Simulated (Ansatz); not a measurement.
# The perfect GaAs wire along [110], 6 atoms a period, H-terminated, part 3 of 3

Wanted: the relaxed geometry and the bands of the GaAs wire along [110], 6 atoms a period, H-terminated.

Ansatz 0.2.0; DFT PBE, plane waves, PAW; relaxation of a wire's period; PAW set soft_1 (the session's first sound run).

So far, band gap (eV): step 3 (the perfect wire, PBE) 1.57; step 4 (another level of theory, cutoff 500 eV, k-mesh 1×1×15, r2SCAN PBE) 1.87; step 5 (another level of theory, level HSE06, cutoff 420 eV, HSE06 PBE) 2.48; step 6 (with spin-orbit coupling, k-mesh 1×1×12, PBE spin-orbit) 1.57.

**8. At a strained period, period over the relaxed period 0.94 (continued)**

Level of this step: DFT PBE, plane waves, PAW; relaxation at a fixed period; PAW set soft_1 (Ansatz).

Relaxation path:

```csv
step,energy less that of the first step (eV),largest force component (eV/Å)
1,0.0000,0.9736
2,-0.1266,0.4548
3,-0.1398,0.0530
4,-0.1415,0.0150
```

Forces are held to the 4 operations that the run works with; a distortion that breaks them can't arise in this run.

The atoms that moved most (Å):

```csv
atom,dx,dy,dz,length
H11,0.079,0.000,0.041,0.089
H3,0.079,0.000,-0.041,0.089
H4,-0.041,0.000,0.052,0.066
H10,-0.041,0.000,-0.052,0.066
H1,-0.062,0.013,0.000,0.064
H13,-0.062,-0.013,0.000,0.064
As6,0.042,0.000,0.000,0.042
As5,0.042,0.000,0.000,0.042
```

Final coordinates:

```cif
data_structure
_symmetry_space_group_name_H-M 'P 1'
_symmetry_Int_Tables_number 1
_cell_length_a 12.9200
_cell_length_b 13.4460
_cell_length_c 4.0065
_cell_angle_alpha 90.000
_cell_angle_beta 90.000
_cell_angle_gamma 90.000
_cell_volume 696.01
loop_
_atom_site_label
_atom_site_type_symbol
_atom_site_fract_x
_atom_site_fract_y
_atom_site_fract_z
_atom_site_occupancy
H1 H 0.36373 0.24616 0.00000 1
Ga2 Ga 0.44211 0.33456 0.00000 1
H3 H 0.74162 0.50000 0.17039 1
H4 H 0.26800 0.50000 0.27697 1
As5 As 0.55107 0.64048 0.50000 1
As6 As 0.55107 0.35952 0.50000 1
H7 H 0.61389 0.73642 0.50000 1
H8 H 0.61389 0.26358 0.50000 1
Ga9 Ga 0.68148 0.50000 0.50000 1
H10 H 0.26800 0.50000 0.72303 1
H11 H 0.74162 0.50000 0.82961 1
As12 As 0.34807 0.50000 0.00000 1
H13 H 0.36373 0.75384 0.00000 1
Ga14 Ga 0.44211 0.66544 0.00000 1
```

Numbers from this step:

```yaml
band_gap: 1.431 eV
```

The electronic bands at the labelled points (eV, zero at the Fermi level):

```csv
point,band 43,band 44,band 45,band 46,band 47,band 48,band 49,band 50
Γ,-2.94,-2.53,-2.24,-0.69,0.78,0.79,1.10,1.67
halfway,-3.78,-3.31,-3.02,-2.18,1.41,1.89,2.10,2.28
Z,-3.86,-3.30,-3.29,-2.83,0.74,1.80,2.06,2.21
```

The gap is 1.43 eV, against 1.57 eV under PBE at the relaxed period.

**9. At a strained period, period over the relaxed period 0.97**

The period is set to 0.97 times the relaxed one and the atoms relax within it: strain changes bond lengths and angles, which shifts the bands against each other. Against the first PBE run of this kind, the mesh along the wire has 15 points against 19.

The cell differs from the one that the last finished run ended in (c 4.006 → 4.134 Å).

input.yaml

```yaml
crystal:
  lattice:
    - [12.92, 0.0, 0.0]
    - [0.0, 13.446, 0.0]
    - [0.0, 0.0, 4.1343235405]
  atoms:
    - { symbol: H, position: [0.368564898, 0.245178057, 0.0] }
    - { symbol: Ga, position: [0.445250391, 0.33520534, 0.0] }
    - { symbol: H, position: [0.735522981, 0.5, 0.180685077] }
    - { symbol: H, position: [0.271159391, 0.5, 0.264076694] }
    - { symbol: As, position: [0.547841116, 0.640488937, 0.5] }
    - { symbol: As, position: [0.547841116, 0.359511063, 0.5] }
    - { symbol: H, position: [0.612297482, 0.735493611, 0.5] }
    - { symbol: H, position: [0.612297482, 0.264506389, 0.5] }
    - { symbol: Ga, position: [0.678938918, 0.5, 0.5] }
    - { symbol: H, position: [0.271159391, 0.5, 0.735923306] }
    - { symbol: H, position: [0.735522981, 0.5, 0.819314923] }
    - { symbol: As, position: [0.350191104, 0.5, 0.0] }
    - { symbol: H, position: [0.368564898, 0.754821943, 0.0] }
    - { symbol: Ga, position: [0.445250391, 0.66479466, 0.0] }
kpoints:
  mp_grid: { grid: [1, 1, 15] }
  band_path: { path: ["Γ", Z], npoints: 90 }
scf:
  occupations: { method: fermi_dirac, width: 0.05 }
hamiltonian:
  xc: pbe
  pseudopotentials: { kind: paw, azcp: { folder: soft_1 } }
relax:
  max_steps: 40
  f_tol: 0.02
output:
  stress: true
```

Command:

```sh
> ansatz run input.yaml --threads 4 --pin off --max-ram 16384MiB --backend cpu --events-out ev --progress --plain --runs-dir out
```

Numbers of over 12 decimals in the logs are rounded to 6 here.

What it wrote:

```text
[...]
Crystal: 14 atoms, lattice volume = 718.224 Å³
Basis set: ecut = 420 eV, 14027 PW (Γ), exchange–correlation on 180×180×60 points (8 copies of the dense FFT grid, shifted against one another)
Bands: 60, of which v1, the nominal top of the filled ones, is band 46 counted from 1 (45 counted from 0)
Symmetry: 4 space group operations
[...]
- { symbol: H, position: [0.613172, 0.735981, 0.5] }
    - { symbol: H, position: [0.613172, 0.264019, 0.5] }
    - { symbol: Ga, position: [0.680228, 0.5, 0.5] }
    - { symbol: H, position: [0.269730, 0.5, 0.729502] }
    - { symbol: H, position: [0.738187, 0.5, 0.825056] }
    - { symbol: As, position: [0.349225, 0.5, 2.1764390464862396e-19] }
    - { symbol: H, position: [0.366112, 0.754226, 4.755090864669594e-19] }
    - { symbol: Ga, position: [0.443790, 0.665110, 3.0340531182038676e-19] }
[key lines of the parts left out:]
SCF converged after 6 iterations
Free energy (F): -26043.515258 eV
Fermi energy:    -1.159235 eV
P = ⅓ Tr σ = 0.2459 GPa (2.459 kbar)
```

It took 89 s on 4 threads of Arm Neoverse V1, shared host; peak memory 2.5 GiB; 5.8 min of CPU time.

The steps of the relaxation:

```csv
step,energy less that of the first step (eV),largest force component (eV/Å)
1,0.0000,0.4501
2,-0.0288,0.2283
3,-0.0325,0.0283
4,-0.0328,0.0054
```

Forces are held to the 4 operations that the run works with; a distortion that breaks them can't arise in this run.

The atoms that moved most (Å):

```csv
atom,dx,dy,dz,length
H3,0.034,0.000,-0.024,0.042
H11,0.034,0.000,0.024,0.042
H1,-0.032,0.008,0.000,0.033
H13,-0.032,-0.008,0.000,0.033
H10,-0.018,0.000,-0.027,0.032
H4,-0.018,0.000,0.027,0.032
As6,0.021,-0.001,0.000,0.021
As5,0.021,0.001,0.000,0.021
```

Final coordinates:

```cif
data_structure
_symmetry_space_group_name_H-M 'P 1'
_symmetry_Int_Tables_number 1
_cell_length_a 12.9200
_cell_length_b 13.4460
_cell_length_c 4.1343
_cell_angle_alpha 90.000
_cell_angle_beta 90.000
_cell_angle_gamma 90.000
_cell_volume 718.22
loop_
_atom_site_label
_atom_site_type_symbol
_atom_site_fract_x
_atom_site_fract_y
_atom_site_fract_z
_atom_site_occupancy
H1 H 0.36611 0.24577 0.00000 1
Ga2 Ga 0.44379 0.33489 0.00000 1
H3 H 0.73819 0.50000 0.17494 1
H4 H 0.26973 0.50000 0.27050 1
As5 As 0.54948 0.64054 0.50000 1
As6 As 0.54948 0.35946 0.50000 1
H7 H 0.61317 0.73598 0.50000 1
H8 H 0.61317 0.26402 0.50000 1
Ga9 Ga 0.68023 0.50000 0.50000 1
H10 H 0.26973 0.50000 0.72950 1
H11 H 0.73819 0.50000 0.82506 1
As12 As 0.34923 0.50000 0.00000 1
H13 H 0.36611 0.75423 0.00000 1
Ga14 Ga 0.44379 0.66511 0.00000 1
```

Numbers from this step:

```
band gap : 1.546 eV
```

Electronic bands along the path, in eV, zero at the Fermi level:

```csv
point,band 43,band 44,band 45,band 46,band 47,band 48,band 49,band 50
Γ,-2.53,-2.47,-2.16,-0.76,0.79,0.80,1.43,2.03
halfway,-3.41,-2.99,-2.64,-1.94,1.74,2.20,2.44,2.60
Z,-3.46,-3.01,-2.93,-2.50,1.17,2.14,2.43,2.56
```

The gap is 1.55 eV, against 1.57 eV under PBE at the relaxed period.

**10. Summary of results**

```
cell length, PBE              : 4.262 Å
gap, PBE                      : 1.57 eV
gap, r2SCAN                   : 1.87 eV
gap, HSE06                    : 2.48 eV
gap, with spin-orbit coupling : 1.57 eV
gap, period scaled by 0.94    : 1.43 eV
gap, period scaled by 0.97    : 1.55 eV
```

Under PBE the cell's length is 4.26 Å, and a gap of 1.57 eV makes it a semiconductor. At the relaxed period the wire is gapped under every functional, from 1.57 eV (PBE) to 2.48 eV (HSE06). Weak screening in one dimension makes quasiparticle gaps larger than the semilocal gaps, as a rule. Strain matters: under PBE the gap goes from 1.57 eV to 1.43 eV at 0.94 times the period and 1.55 eV at 0.97 times the period. Plain hydrogen on a compound's surface is a simple closure: it may leave surface states, and facets that end in unlike atoms put a field across the wire, both of which shrink the gap. A hybrid's gap is read on a coarse mesh, without a band path.

[Logs are printed without paths, hosts, clocks, repeated set-up lines and the standing remarks that a program may print on its own settings, such as how far it seeks lower states.]

[Hosts, paths, dates, database ids (printed as entryN), source tags and the programs' standing remarks are cut or masked in the printed files.]
